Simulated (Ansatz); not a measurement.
**Cl on Au(111): change of the work function**

How does Cl on the fcc site change the work function of Au(111) as the layer fills?

Method: plane-wave DFT, PBE, Ansatz PAW, in Ansatz 0.2.0.

## 1. The starting structure

The cell holds 4 atoms: 4 Au. Its edges and angles: a = 2.885 Å, b = 2.885 Å, c = 25.067 Å, α = 90.0°, β = 90.0°, γ = 60.0°. Vacuum lies along c.

## 2. The clean slab

The bare slab comes first, as the zero from which every change is counted. The two lowest layers are held at bulk places and the upper ones relax. The dipole correction removes the false field that a one-sided slab makes across the periodic vacuum, so each face gets a flat vacuum level of its own.

Contents of input.yaml:

```yaml
crystal:
  lattice:
    - [2.8849956672, 0.0, 0.0]
    - [1.4424978336, 2.4984795376, 0.0]
    - [0.0, 0.0, 25.0667672949]
  atoms:
    - { symbol: Au, position: [0.0, 0.0, 0.3590411118] }
    - { symbol: Au, position: [0.3333333333, 0.3333333333, 0.4530137039] }
    - { symbol: Au, position: [0.6666666667, 0.6666666667, 0.5469862961] }
    - { symbol: Au, position: [0.0, 0.0, 0.6409588882] }
kpoints:
  mp_grid: { grid: [12, 12, 1] }
hamiltonian:
  xc: pbe
scf:
  occupations: { method: fermi_dirac, width: 0.1 }
  convergence: { dr2_threshold: 1.0e-08 }
efield:
  axis: 3
  dipole_correction: true
  ramp_position: 0.97
  ramp_width: 0.06
relax:
  f_tol: 0.02
  max_steps: 60
  constraints: [{ sites: [0, 1] }]
output:
  write_potential: true
  write_density: true
  volumetric_format: npy
```

Run with:

```
$ ansatz run input.yaml --threads 4 --pin off --max-ram 6144MiB --backend cpu --events-out ev --progress --plain --runs-dir out
```

Numbers of over 12 decimals in the logs are rounded to 6 here.

Output:

```text
Engine: ansatz 0.2.0, aarch64-unknown-linux-gnu
Pseudopotentials: kind: paw
Pseudopotential: Au, paw, valence charge 19, recommended cutoff 420 eV (normal), Au.paw.azcp
Functional definition: PBE
  parameter kappa = 0.804
  parameter beta = 0.066725
  exchange = pbe_x(kappa = kappa, mu = beta*pi^2/3)
  correlation = pbe_c(beta = beta)
Crystal: 4 atoms, lattice volume = 180.684 Å³
Basis set: ecut = 420 eV, 3551 PW (Γ), exchange–correlation on 40×40×360 points (8 copies of the dense FFT grid, shifted against one another)
Bands: 46, of which v1, the nominal top of the filled ones, is band 38 counted from 1 (37 counted from 0)
Symmetry: 6 space group operations
k-points: 19 of 144 (time reversal used)
Non-local potential: Au, projectors of the file, l = 0: 3, l = 1: 2, l = 2: 2, l = 3: 1
PAW form: soft (Blöchl's): semilocal exchange-correlation on the pseudo side does not see the compensation charge
PAW one-centre angular grid: Au, 590 points (default); XC on 64 Gauss nodes
Initial density: superposition of atomic densities (neutral atoms: chi_scale 0, normalization atom), corrected by the library's trained network
Initial wavefunctions: pseudopotential atomic-orbital guess
Functional: x = pbe(κ = 0.804, μ = 0.219515), c = pbe(β = 0.066725)
SCF iter   1: F=—  HF=-52596.643584 eV  |F-HF|=—  |Δ(HF+E_count)|=         —  Δρ=2.65e-3  dr2=1.90e-1  ethr=1.77e-3  p=0.000 e·Å  D=2.37e-14 V/Å  ΔV_dip=-0.00 eV  dr2_dipole=3.36e-8  V_vac-E_F(+/−)=4.66/4.66 eV  ⟨swp⟩=8.5  Hψ=3805  notcnv=0  defer=13
efield: sawtooth ramp at fractional position 0.9700 (set: `efield.ramp_position`, or a place that a band, a saddle search or an elastic batch's reference lends), width 0.0600; the density the first Hamiltonian is built on has a dipole p = 0.000 e·Å; the dipole correction subtracts the counter field D = 2.37e-14 V/Å, which shifts the + side's vacuum level by -0.00 eV against the − side's; the planar-averaged density in the ramp window peaks in size at 8.1e-6 e/Å³
preconditioner: auto → LDOS  [metal: Δε(μ)=0.172 eV  Ē_g=9.110 eV  σ=0.100 eV  W_gap=0.38  n_scr=18 (ndim 8)  ℏωp=18.3 eV  f_vac=0.579  D(μ)=1.84/eV (n_scr^D=10)  β→1.0]
SCF iter   2: F=—  HF=-52596.644384 eV  |F-HF|=—  |Δ(HF+E_count)|=   8.00e-4  Δρ=2.54e-3  dr2=2.99e-2  ethr=2.50e-4  p=-0.000 e·Å  D=-4.26e-5 V/Å  ΔV_dip=0.00 eV  dr2_dipole=1.07e-8  V_vac-E_F(+/−)=5.15/5.15 eV  ⟨swp⟩=2.2  Hψ=1469  notcnv=0  defer=30
SCF iter   3: F=—  HF=-52596.638979 eV  |F-HF|=—  |Δ(HF+E_count)|=   5.40e-3  Δρ=5.04e-4  dr2=1.80e-3  ethr=3.94e-5  p=-0.000 e·Å  D=-1.46e-5 V/Å  ΔV_dip=0.00 eV  dr2_dipole=1.41e-8  V_vac-E_F(+/−)=5.06/5.05 eV  ⟨swp⟩=2.0  Hψ=1309  notcnv=0  defer=30
SCF iter   4: F=—  HF=-52596.638909 eV  |F-HF|=—  |Δ(HF+E_count)|=   6.97e-5  Δρ=2.39e-4  dr2=4.64e-4  ethr=2.37e-6  p=-0.000 e·Å  D=-5.97e-6 V/Å  ΔV_dip=0.00 eV  dr2_dipole=7.06e-11  V_vac-E_F(+/−)=5.08/5.08 eV  ⟨swp⟩=2.3  Hψ=1444  notcnv=0  defer=30
SCF iter   5: F=—  HF=-52596.638859 eV  |F-HF|=—  |Δ(HF+E_count)|=   5.07e-5  Δρ=6.27e-5  dr2=1.28e-5  ethr=6.10e-7  p=-0.000 e·Å  D=-2.83e-6 V/Å  ΔV_dip=0.00 eV  dr2_dipole=2.71e-11  V_vac-E_F(+/−)=5.09/5.09 eV  ⟨swp⟩=2.1  Hψ=1264  notcnv=0  defer=30
SCF iter   6: F=—  HF=-52596.638839 eV  |F-HF|=—  |Δ(HF+E_count)|=   2.00e-5  Δρ=1.93e-5  dr2=5.65e-7  ethr=1.68e-8  p=-0.000 e·Å  D=-1.46e-6 V/Å  ΔV_dip=0.00 eV  dr2_dipole=6.15e-11  V_vac-E_F(+/−)=5.09/5.09 eV  ⟨swp⟩=3.1  Hψ=1629  notcnv=0  defer=30
SCF iter   7: F=—  HF=-52596.638889 eV  |F-HF|=—  |Δ(HF+E_count)|=   5.02e-5  Δρ=6.30e-6  dr2=5.33e-8  ethr=7.43e-10  p=-0.000 e·Å  D=-6.57e-7 V/Å  ΔV_dip=0.00 eV  dr2_dipole=1.61e-11  V_vac-E_F(+/−)=5.09/5.09 eV  ⟨swp⟩=2.0  Hψ=1292  notcnv=0  defer=30
SCF iter   8: F=-52596.638889 eV  HF=-52596.638889 eV  |F-HF|=8.66e-9  |Δ(HF+E_count)|=   2.57e-7  Δρ=1.33e-6  dr2=2.76e-9  ethr=1.32e-11  p=-0.000 e·Å  D=-9.20e-8 V/Å  ΔV_dip=0.00 eV  dr2_dipole=5.08e-13  V_vac-E_F(+/−)=5.09/5.09 eV  ⟨swp⟩=10.6  Hψ=6254  notcnv=0
SCF 1 converged in 8 iterations: F = -52596.638889 eV  dr2 = 2.76e-9
  greatest PAW one-centre occupation: 1.000 electrons in one spin orbital (limit 2), on the Au atom at site 0 (counted from 0), in its partial waves of l = 0
relax step   1: F+E_penalty+E_count = -52596.63888925 eV  Δ(F+E_penalty+E_count) = +0.000e0 eV  max|allowed force component| = 4.529e-1 eV/Å  Δτ_max = 0.0000 Å  (8 SCF iters, accepted)
Initial density: handed on by an earlier stage of this run
Initial wavefunctions: those handed on with the density
iter 1 solved again at ethr=6.60e-5 eV; its pass at ethr=3.10e-3 eV (dr2=5.02e-2 eV) is discarded
SCF iter   1: F=—  HF=-52596.690385 eV  |F-HF|=—  |Δ(HF+E_count)|=         —  Δρ=5.26e-3  dr2=5.37e-2  ethr=6.60e-5  p=0.000 e·Å  D=2.10e-6 V/Å  ΔV_dip=-0.00 eV  dr2_dipole=6.16e-4  V_vac-E_F(+/−)=5.11/5.11 eV  ⟨swp⟩=2.0  Hψ=3735  notcnv=0  defer=19
efield: sawtooth ramp at fractional position 0.9700 (set: `efield.ramp_position`, or a place that a band, a saddle search or an elastic batch's reference lends), width 0.0600; the density the first Hamiltonian is built on has a dipole p = 0.000 e·Å; the dipole correction subtracts the counter field D = 2.10e-6 V/Å, which shifts the + side's vacuum level by -0.00 eV against the − side's; the planar-averaged density in the ramp window peaks in size at 1.2e-5 e/Å³
preconditioner: auto → LDOS  [metal: Δε(μ)=0.042 eV  Ē_g=9.104 eV  σ=0.100 eV  W_gap=0.10  n_scr=18 (ndim 8)  ℏωp=18.3 eV  f_vac=0.572  D(μ)=2.06/eV (n_scr^D=10)  β→1.0]
SCF iter   2: F=—  HF=-52596.694783 eV  |F-HF|=—  |Δ(HF+E_count)|=   4.40e-3  Δρ=3.93e-3  dr2=9.20e-2  ethr=6.60e-5  p=0.004 e·Å  D=3.99e-3 V/Å  ΔV_dip=-0.10 eV  dr2_dipole=1.25e-2  V_vac-E_F(+/−)=4.99/5.09 eV  ⟨swp⟩=2.4  Hψ=1486  notcnv=0  defer=19
SCF iter   3: F=—  HF=-52596.676923 eV  |F-HF|=—  |Δ(HF+E_count)|=   1.79e-2  Δρ=6.43e-4  dr2=3.08e-3  ethr=6.60e-5  p=-0.002 e·Å  D=-1.74e-3 V/Å  ΔV_dip=0.04 eV  dr2_dipole=9.43e-4  V_vac-E_F(+/−)=5.14/5.10 eV  ⟨swp⟩=2.1  Hψ=1442  notcnv=0  defer=19
SCF iter   4: F=—  HF=-52596.676895 eV  |F-HF|=—  |Δ(HF+E_count)|=   2.77e-5  Δρ=3.74e-4  dr2=7.20e-4  ethr=4.05e-6  p=-0.002 e·Å  D=-2.42e-3 V/Å  ΔV_dip=0.06 eV  dr2_dipole=5.96e-5  V_vac-E_F(+/−)=5.15/5.09 eV  ⟨swp⟩=2.1  Hψ=1311  notcnv=0  defer=22
SCF iter   5: F=—  HF=-52596.676747 eV  |F-HF|=—  |Δ(HF+E_count)|=   1.48e-4  Δρ=7.00e-5  dr2=3.56e-5  ethr=9.47e-7  p=-0.003 e·Å  D=-3.00e-3 V/Å  ΔV_dip=0.08 eV  dr2_dipole=5.36e-6  V_vac-E_F(+/−)=5.17/5.09 eV  ⟨swp⟩=2.1  Hψ=1300  notcnv=0  defer=22
[...]
efield: sawtooth ramp at fractional position 0.9700 (set: `efield.ramp_position`, or a place that a band, a saddle search or an elastic batch's reference lends), width 0.0600; the density the first Hamiltonian is built on has a dipole p = -0.003 e·Å; the dipole correction subtracts the counter field D = -2.99e-3 V/Å, which shifts the + side's vacuum level by +0.08 eV against the − side's; the planar-averaged density in the ramp window peaks in size at 1.1e-5 e/Å³
preconditioner: auto → LDOS  [metal: Δε(μ)=0.030 eV  Ē_g=9.090 eV  σ=0.100 eV  W_gap=0.07  n_scr=18 (ndim 8)  ℏωp=18.3 eV  f_vac=0.571  D(μ)=2.08/eV (n_scr^D=10)  β→1.0]
SCF iter   2: F=—  HF=-52596.680202 eV  |F-HF|=—  |Δ(HF+E_count)|=   4.92e-5  Δρ=1.03e-3  dr2=4.91e-3  ethr=7.51e-6  p=-0.001 e·Å  D=-1.07e-3 V/Å  ΔV_dip=0.03 eV  dr2_dipole=1.07e-3  V_vac-E_F(+/−)=5.12/5.09 eV  ⟨swp⟩=2.3  Hψ=1669  notcnv=0  defer=32
SCF iter   3: F=—  HF=-52596.679210 eV  |F-HF|=—  |Δ(HF+E_count)|=   9.93e-4  Δρ=1.75e-4  dr2=8.20e-5  ethr=6.46e-6  p=-0.003 e·Å  D=-2.60e-3 V/Å  ΔV_dip=0.07 eV  dr2_dipole=9.63e-6  V_vac-E_F(+/−)=5.16/5.09 eV  ⟨swp⟩=2.0  Hψ=1319  notcnv=0  defer=32
SCF iter   4: F=—  HF=-52596.679208 eV  |F-HF|=—  |Δ(HF+E_count)|=   1.73e-6  Δρ=6.40e-5  dr2=1.93e-5  ethr=1.08e-7  p=-0.003 e·Å  D=-2.59e-3 V/Å  ΔV_dip=0.06 eV  dr2_dipole=7.14e-6  V_vac-E_F(+/−)=5.15/5.09 eV  ⟨swp⟩=3.1  Hψ=1610  notcnv=0  defer=32
SCF iter   5: F=—  HF=-52596.679204 eV  |F-HF|=—  |Δ(HF+E_count)|=   3.76e-6  Δρ=3.22e-5  dr2=5.79e-6  ethr=2.54e-8  p=-0.003 e·Å  D=-2.71e-3 V/Å  ΔV_dip=0.07 eV  dr2_dipole=1.92e-6  V_vac-E_F(+/−)=5.16/5.09 eV  ⟨swp⟩=2.3  Hψ=1097  notcnv=0  defer=32
SCF iter   6: F=—  HF=-52596.679242 eV  |F-HF|=—  |Δ(HF+E_count)|=   3.76e-5  Δρ=7.79e-6  dr2=3.31e-7  ethr=7.61e-9  p=-0.003 e·Å  D=-2.76e-3 V/Å  ΔV_dip=0.07 eV  dr2_dipole=1.30e-7  V_vac-E_F(+/−)=5.16/5.09 eV  ⟨swp⟩=2.6  Hψ=1366  notcnv=0  defer=32
SCF iter   7: F=-52596.679242 eV  HF=-52596.679242 eV  |F-HF|=2.74e-8  |Δ(HF+E_count)|=   1.19e-9  Δρ=2.02e-6  dr2=8.84e-9  ethr=1.32e-11  p=-0.003 e·Å  D=-2.78e-3 V/Å  ΔV_dip=0.07 eV  dr2_dipole=7.29e-10  V_vac-E_F(+/−)=5.16/5.09 eV  ⟨swp⟩=9.0  Hψ=6701  notcnv=0
SCF 3 converged in 7 iterations: F = -52596.679242 eV  dr2 = 8.84e-9
relax step   3: F+E_penalty+E_count = -52596.67924179 eV  Δ(F+E_penalty+E_count) = -2.442e-3 eV  max|allowed force component| = 3.338e-2 eV/Å  Δτ_max = 0.0445 Å  (7 SCF iters, accepted)
SCF iter   1: F=—  HF=-52596.679314 eV  |F-HF|=—  |Δ(HF+E_count)|=         —  Δρ=2.15e-4  dr2=1.30e-4  ethr=1.62e-6  p=-0.003 e·Å  D=-2.78e-3 V/Å  ΔV_dip=0.07 eV  dr2_dipole=2.24e-5  V_vac-E_F(+/−)=5.16/5.09 eV  ⟨swp⟩=3.0  Hψ=1833  notcnv=0  defer=33
efield: sawtooth ramp at fractional position 0.9700 (set: `efield.ramp_position`, or a place that a band, a saddle search or an elastic batch's reference lends), width 0.0600; the density the first Hamiltonian is built on has a dipole p = -0.003 e·Å; the dipole correction subtracts the counter field D = -2.78e-3 V/Å, which shifts the + side's vacuum level by +0.07 eV against the − side's; the planar-averaged density in the ramp window peaks in size at 1.2e-5 e/Å³
preconditioner: auto → LDOS  [metal: Δε(μ)=0.025 eV  Ē_g=9.092 eV  σ=0.100 eV  W_gap=0.06  n_scr=18 (ndim 8)  ℏωp=18.3 eV  f_vac=0.571  D(μ)=2.08/eV (n_scr^D=10)  β→1.0]
SCF iter   2: F=—  HF=-52596.679308 eV  |F-HF|=—  |Δ(HF+E_count)|=   5.60e-6  Δρ=1.39e-4  dr2=8.08e-5  ethr=1.71e-7  p=-0.003 e·Å  D=-3.01e-3 V/Å  ΔV_dip=0.08 eV  dr2_dipole=1.10e-5  V_vac-E_F(+/−)=5.17/5.09 eV  ⟨swp⟩=2.6  Hψ=1757  notcnv=0  defer=33
SCF iter   3: F=—  HF=-52596.679289 eV  |F-HF|=—  |Δ(HF+E_count)|=   1.93e-5  Δρ=2.59e-5  dr2=1.41e-6  ethr=1.06e-7  p=-0.003 e·Å  D=-2.83e-3 V/Å  ΔV_dip=0.07 eV  dr2_dipole=1.28e-7  V_vac-E_F(+/−)=5.16/5.09 eV  ⟨swp⟩=2.0  Hψ=1266  notcnv=0  defer=33
SCF iter   4: F=—  HF=-52596.679345 eV  |F-HF|=—  |Δ(HF+E_count)|=   5.59e-5  Δρ=7.47e-6  dr2=1.30e-7  ethr=1.86e-9  p=-0.003 e·Å  D=-2.85e-3 V/Å  ΔV_dip=0.07 eV  dr2_dipole=3.26e-9  V_vac-E_F(+/−)=5.16/5.09 eV  ⟨swp⟩=2.8  Hψ=1607  notcnv=0  defer=33
SCF iter   5: F=-52596.679345 eV  HF=-52596.679345 eV  |F-HF|=1.65e-8  |Δ(HF+E_count)|=   1.93e-9  Δρ=1.59e-6  dr2=5.86e-9  ethr=1.32e-11  p=-0.003 e·Å  D=-2.84e-3 V/Å  ΔV_dip=0.07 eV  dr2_dipole=1.52e-10  V_vac-E_F(+/−)=5.16/5.09 eV  ⟨swp⟩=8.5  Hψ=6506  notcnv=0
SCF 4 converged in 5 iterations: F = -52596.679345 eV  dr2 = 5.86e-9
relax step   4: F+E_penalty+E_count = -52596.67934504 eV  Δ(F+E_penalty+E_count) = -1.032e-4 eV  max|allowed force component| = 3.323e-4 eV/Å  Δτ_max = 0.0072 Å  (5 SCF iters, accepted)
NSCF: frozen V_eff on 19 k-points
the band table was solved once a step of the walk had ended and its energy, with any forces and stress, was formed, with the checks that follow a solve (4847 applications of the Hamiltonian). They found nothing against the state; the energy, forces and stress were not computed again (output.eigenvalues in the input reference)
WARN: The input density's exchange-correlation potential varies sharply where the density is thin. Do not read a vacuum level from v_tot or v_xc, or from such a field of the output density. On a cell that repeats whose density bears no net charge and no dipole along the vacuum's axis use v_es (v_loc + v_h of the components); under efield.dipole_correction with no amplitude use v_es + v_field, which holds any external [...]
SCF converged after 5 iterations
Free energy (F): -52596.679345 eV
Harris-Foulkes:  -52596.679345 eV  (|F-HF|=1.65e-8)
Internal energy: -52596.616976 eV  (E = F + TS)
E sigma→0 (E₀):  -52596.648161 eV
Entropy (-TS):   -0.062369 eV (-15.592 meV/atom)
Fermi energy:    4.576791 eV
Dipole field:    D = -0.002861 V/Å  (p = -0.002857 e·Å, saw-weighted, corrected)
Work function:   Φ+ = 5.1611 eV   Φ− = 5.0894 eV
Levels:          The Fermi level and band energies are counted from a zero that moves with the ramp; work functions are not
--- Per-component energies (eV) ---
  E_band       = -2028.269011
  E_kinetic    = 2417.174751
  E_local      = -123812.546977  (includes V_loc(G=0)·N_el)
  E_nonlocal   = 297.482364
  E_hartree    = 60807.442107
  E_xc         = -909.996381
  E_vxc        = -1098.008811  (∫ρ·V_xc dr)
  E_paw        = -38827.364876  (= ΣΔE_a)
  E_vpaw       = -1447.265215  (= ΣTr[D̂ρ^β])
  E_aug_tail   = 0.005791  (compensation charges beyond the density's cutoff)
  E_efield     = 0.000004  (sawtooth field / dipole correction)
  E_vefield    = 0.016683  (∫n·V_field dr)
  E_ewald      = 47431.186242
  E_smearing   = -0.062369  (= −TS)
  E_closure    = 0.000000  (closes the sum)
  Σ components = -52596.679345   (vs F -52596.679345, Δ=0.00e0)
--- Forces (eV/Å), atoms counted from 1 ---
  atom   1  Au    -0.00000000     0.00000000    -0.46100372
  atom   2  Au     0.00000000    -0.00000000     0.46099678
  atom   3  Au     0.00000000    -0.00000000    -0.00028478
  atom   4  Au     0.00000000    -0.00000000     0.00033228
  max |Σ_I F_I| component: 4.06e-5 eV/Å
--- Band table (eV; the first three rows and the last of 19) ---
  k-point 0: bands = [... 34 lower, 1.7691, 2.2535, 2.2535, 2.5120, 2.5120, 3.2454, 4.5875, 8.8871, ... 4 higher]
  k-point 1: bands = [... 34 lower, 1.7913, 1.9875, 2.2470, 2.3346, 2.5176, 3.6533, 5.1813, 8.9999, ... 4 higher]
  k-point 2: bands = [... 34 lower, 1.7371, 1.7451, 2.2250, 2.5297, 2.6213, 4.3338, 6.3960, 9.3547, ... 4 higher]
  k-point 18: bands = [... 34 lower, 2.3516, 2.3787, 7.4935, 7.5162, 7.5524, 8.1112, 9.4211, 9.4522, ... 4 higher]
--- Relaxed structure (4 steps of the walk, 4 accepted, 0 SCFs on fresh bases) ---
  F+E_penalty+E_count = -52596.67934504 eV   max|allowed force component| = 3.323e-4 eV/Å
  atoms:
    - { symbol: Au, position: [0.0, 0.0, 0.359041] }
    - { symbol: Au, position: [0.333333, 0.333333, 0.453014] }
    - { symbol: Au, position: [0.666667, 0.666667, 0.550234] }
    - { symbol: Au, position: [1.4451656389014542e-17, 0, 0.649948] }
```

Elapsed: 11 s, on 4 threads of Arm Neoverse V2, shared host; peak memory 0.58 GiB.

The steps of the relaxation:

```
step  energy less that of the first step (eV)  largest force component (eV/Å)
   1                                   0.0000                          0.4529
   2                                  -0.0379                          0.1601
   3                                  -0.0404                          0.0334
   4                                  -0.0405                          0.0003
```

The run keeps the 6 symmetry operations that it works with, so distortions that break them were not tested.

The atoms that moved most (Å):

```
atom     dx     dy     dz  length
 Au4  0.000  0.000  0.225   0.225
 Au3  0.000  0.000  0.081   0.081
```

Final coordinates:

```cif
data_structure
_symmetry_space_group_name_H-M 'P 1'
_symmetry_Int_Tables_number 1
_cell_length_a 2.8850
_cell_length_b 2.8850
_cell_length_c 25.0668
_cell_angle_alpha 90.000
_cell_angle_beta 90.000
_cell_angle_gamma 60.000
_cell_volume 180.68
loop_
_atom_site_label
_atom_site_type_symbol
_atom_site_fract_x
_atom_site_fract_y
_atom_site_fract_z
_atom_site_occupancy
Au1 Au 0.00000 0.00000 0.35904 1
Au2 Au 0.33333 0.33333 0.45301 1
Au3 Au 0.66667 0.66667 0.55023 1
Au4 Au 0.00000 0.00000 0.64995 1
```

This step gave:

| Item | Value |
| --- | --- |
| energy at zero smearing | -52596.6482 eV |
| work function, upper face | 5.161 eV |
| work function, lower face | 5.089 eV |
| dipole along the normal | -0.002857 e·Å |
| step between the vacuum levels | 0.07172 eV |

Running mean over 2.356 Å of the planar mean; the ramp of the sawtooth is left out. Electron's electrostatic potential energy less the Fermi level against z:

```
z (Å)  electron's electrostatic potential energy less the Fermi level (eV)
  3.5                                                                 5.09
  4.0                                                                 5.09
  4.5                                                                 5.09
  5.0                                                                 5.09
  5.5                                                                 5.07
  6.0                                                                 5.03
  6.5                                                                 4.84
  7.0                                                                 4.02
  7.5                                                                 1.06
  8.0                                                                -3.47
  8.5                                                                -7.10
  9.0                                                                -8.30
  9.5                                                                -8.57
 10.0                                                                -8.66
 10.5                                                                -8.70
 11.0                                                                -8.73
 11.5                                                                -8.66
 12.0                                                                -8.28
 12.5                                                                -8.00
 13.0                                                                -8.13
 13.5                                                                -8.52
 14.0                                                                -8.47
 14.5                                                                -7.78
 15.0                                                                -7.31
 15.5                                                                -7.54
 16.0                                                                -8.13
 16.5                                                                -7.87
 17.0                                                                -5.77
 17.5                                                                -1.46
 18.0                                                                 2.69
 18.5                                                                 4.60
 19.0                                                                 5.02
 19.5                                                                 5.13
 20.0                                                                 5.15
 20.5                                                                 5.16
 21.0                                                                 5.16
 21.5                                                                 5.16
 22.0                                                                 5.16
```

The relaxation took 4 steps and lowered the energy by 0.040 eV; the largest force on the free atoms ends at 3.3e-4 eV/Å.

The work function of the upper face is 5.16 eV.

(Continued in part 2 of 3.)

[Logs are printed without paths, hosts, clocks, repeated set-up lines and the standing remarks that a program may print on its own settings, such as how far it seeks lower states.]

[Hosts, paths, dates, database ids (printed as entryN), source tags and the programs' standing remarks are cut or masked in the printed files.]

[Maps of the electrostatic potential energy from Ansatz leave out the sawtooth potential of an applied field or a dipole correction, so their vacuum need not be flat; planar profiles and work functions include it.]
